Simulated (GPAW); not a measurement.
# S/Ta(100): work function by functional and basis, part 3 of 3

Wanted: work functions and dipole of S/Ta(100), with the cost of each level.

GPAW 26.7.0; GPAW, PAW setups; slab in vacuum, relaxation (the session's first sound run).

So far, upper work function (eV): step 2 (relaxing the atoms, PBE, GPAW) 5.81; step 6 (self-consistent run: xc = "RPBE") 5.73; step 7 (self-consistent run: xc = "vdW-DF2", GPAW, PAW setups, GPAW) 6.18; step 8 (self-consistent run: xc = "LDA") 6.01; step 9 (real-space grid: mode = "fd", PBE, GPAW) 5.81.

### 10. Atomic orbitals: mode = "lcao"

Atom-centred orbitals end a few angstrom from the surface, which tests how much the density's tail matters.

run.py reads:

```python
import json
import numpy as np
from ase import Atoms
from gpaw import GPAW

slab = Atoms(
    ['Ta', 'Ta', 'Ta', 'Ta', 'Ta', 'S'],
    positions=[
        [0.00000, 0.00000, 7.00000],
        [1.65500, 1.65500, 8.65500],
        [0.00000, 0.00000, 10.31000],
        [1.65500, 1.65500, 11.98648],
        [0.00000, 0.00000, 13.75034],
        [1.65500, -0.00000, 15.47176]],
    cell=[[3.31, 0.0, 0.0], [0.0, 3.31, 0.0], [0.0, 0.0, 22.98614]],
    pbc=[True, True, False])

slab.calc = GPAW(mode='lcao', basis='dzp', h=0.18, xc='PBE', kpts={'size': (10, 10, 1), 'gamma': True},
                 occupations={'name': 'fermi-dirac', 'width': 0.1}, nbands='120%',
                 convergence={'density': 1e-05}, maxiter=200,
                 poissonsolver={'dipolelayer': 'xy'},
                 symmetry={'tolerance': 1e-3}, txt='slab.txt')
result = {}
energy = slab.get_potential_energy()
fermi = slab.calc.get_fermi_level()
v = slab.calc.get_electrostatic_potential().mean((0, 1)) - fermi
n = slab.calc.get_pseudo_density().mean((0, 1))
L = slab.cell[2, 2]
z = np.arange(len(v)) * L / len(v)
low, high = slab.positions[:, 2].min(), slab.positions[:, 2].max()
below, above = np.interp([low - 4.8, high + 4.8], z, v)
slopes = [np.interp(x, z, np.gradient(v, z)) for x in (low - 4.8, high + 4.8)]
eps = np.array([[slab.calc.get_eigenvalues(k, s) for k in range(len(slab.calc.get_ibz_k_points()))]
                for s in range(slab.calc.get_number_of_spins())]) - fermi
top, bottom = eps[eps < 0].max(), eps[eps > 0].min()
dipole = slab.get_dipole_moment()[2]
print(f'energy {energy:.4f} eV, Fermi level {fermi:.4f} eV, dipole {dipole:.5f} e A')
print(f'potential 4.8 A off the faces, from the Fermi level: lower {below:.4f} eV, upper {above:.4f} eV')
print(f'slope of the potential there: lower {slopes[0]:.5f}, upper {slopes[1]:.5f} eV/A')
print(f'nearest levels on the mesh: {top:.4f} and {bottom:.4f} eV')
print('magnetic moment', round(slab.get_magnetic_moment(), 3))
result.update(energy=energy, fermi=fermi, dipole=dipole, below=below, above=above, slopes=slopes, edges=[top, bottom],
              z=z.tolist(), v=v.tolist(), n=n.tolist(), positions=slab.positions.tolist(),
              forces=slab.get_forces(apply_constraint=False).tolist(), moments=slab.get_magnetic_moments().tolist())
json.dump(result, open('result.json', 'w'))
```

On the command line:

```console
$ OMP_NUM_THREADS=1 OPENBLAS_NUM_THREADS=1 python run.py
```

The log of the run:

```text
energy -50.4255 eV, Fermi level -4.8529 eV, dipole -0.10870 e A
potential 4.8 A off the faces, from the Fermi level: lower 3.9551 eV, upper 5.7506 eV
slope of the potential there: lower -0.00081, upper 0.00000 eV/A
nearest levels on the mesh: -0.0013 and 0.0031 eV
magnetic moment 0.0
```

Run time: 43 min. Hardware: 1 thread of Arm Neoverse V1, shared host; peak memory 0.6 GiB.

Numbers from this step:

* dipole along the normal: -0.1087 e·Å
* levels nearest the Fermi level on the mesh: -0.001331, 0.003089 eV from the Fermi level
* upper work function: 5.751 eV
* lower work function: 3.955 eV

Electrostatic potential energy of an electron (without an applied field's), less the Fermi level, planar mean against z:

```
z (Å)  electrostatic potential energy of an electron (without an applied field's), less the Fermi level, planar mean (eV)
  0.0                                                                                                                4.85
  0.5                                                                                                                3.96
  1.0                                                                                                                3.96
  1.5                                                                                                                3.96
  2.0                                                                                                                3.96
  2.5                                                                                                                3.95
  3.0                                                                                                                3.95
  3.5                                                                                                                3.94
  4.0                                                                                                                3.89
  4.5                                                                                                                3.75
  5.0                                                                                                                3.34
  5.5                                                                                                                2.21
  6.0                                                                                                              -0.860
  6.5                                                                                                               -9.13
  7.0                                                                                                               -17.7
  7.5                                                                                                               -10.5
  8.0                                                                                                               -7.82
  8.5                                                                                                               -16.2
  9.0                                                                                                               -13.1
  9.5                                                                                                               -6.98
 10.0                                                                                                               -13.7
 10.5                                                                                                               -15.7
 11.0                                                                                                               -7.32
 11.5                                                                                                               -10.2
 12.0                                                                                                               -17.1
 12.5                                                                                                               -9.15
 13.0                                                                                                               -6.19
 13.5                                                                                                               -15.1
 14.0                                                                                                               -14.9
 14.5                                                                                                               -4.38
 15.0                                                                                                               -4.89
 15.5                                                                                                               -13.5
 16.0                                                                                                               -1.53
 16.5                                                                                                                4.20
 17.0                                                                                                                5.46
 17.5                                                                                                                5.71
 18.0                                                                                                                5.75
 18.5                                                                                                                5.75
 19.0                                                                                                                5.75
 19.5                                                                                                                5.75
 20.0                                                                                                                5.75
 20.5                                                                                                                5.75
 21.0                                                                                                                5.75
 21.5                                                                                                                5.75
 22.0                                                                                                                5.75
 22.5                                                                                                                5.75
```

The upper face's work function is 5.751 eV, against 5.809 eV in the first plane-wave PBE run at this geometry.

### 11. The ladder

Times are for 1 thread of Arm Neoverse V1, shared host. Results by setting:

```
no.         run  upper work function (eV)  lower work function (eV)     time  memory (GiB)
  1          pw                     5.809                     3.975  4.8 min          0.37
  2      revPBE                     5.724                     3.863  4.7 min          0.37
  3  optPBE vdW                     6.028                     4.173  5.1 min          0.51
  4        RPBE                     5.730                     3.848  4.8 min          0.37
  5     vdW DF2                     6.178                     4.317  5.6 min          0.51
  6         LDA                     6.013                     4.207  4.4 min          0.37
  7          fd                     5.807                     3.974   32 min           2.4
  8        lcao                     5.751                     3.955   43 min           0.6
```

### 12. Side by side

Results and costs are gathered.

This step: comparison of work functions, dipole and cost (GPAW 26.7.0).

Ladder, by row:

```
      step  code  work function, upper (eV)  work function, lower (eV)  dipole (e Å)  wall time (s)  peak memory (GiB)  threads
        pw  GPAW                      5.809                      3.975        -0.111          287.9               0.37        1
    revPBE  GPAW                      5.724                      3.863       -0.1126          283.9               0.37        1
optPBE-vdW  GPAW                      6.028                      4.173       -0.1122          304.9               0.51        1
      RPBE  GPAW                       5.73                      3.848       -0.1139          285.6               0.37        1
   vdW-DF2  GPAW                      6.178                      4.317       -0.1126          334.4               0.51        1
       LDA  GPAW                      6.013                      4.207       -0.1093          261.9               0.37        1
        fd  GPAW                      5.807                      3.974       -0.1109           1899               2.39        1
      lcao  GPAW                      5.751                      3.955       -0.1087           2582                0.6        1
```

### 13. Outcome

```yaml
work_function_upper_and_lower_face: 5.809 and 3.975 eV
dipole_along_the_normal: -0.111 e Å
```

In words: With plane waves and PBE the work function is 5.81 eV on the upper face and 3.98 eV on the lower. The two faces differ by 1.8 eV, the step that the slab's dipole makes (e p/(ε0 A) gives 1.8 eV), so the dipole layer is needed. Over the sound runs of the table the upper face's work function spans 5.724 (revPBE) to 6.178 eV (vdW-DF2). The cell of 11.0 Å² holds one S, started on one chosen site; other sites and coverages weren't tried. The in-plane lattice was kept as typed, which isn't the functional's own and leaves some strain; spin-orbit coupling and temperature are left out.

[Logs are printed without paths, hosts, clocks, repeated set-up lines and the standing remarks that a program may print on its own settings, such as how far it seeks lower states.]

[Hosts, paths, dates, database ids (printed as entryN), source tags and the programs' standing remarks are cut or masked in the printed files.]
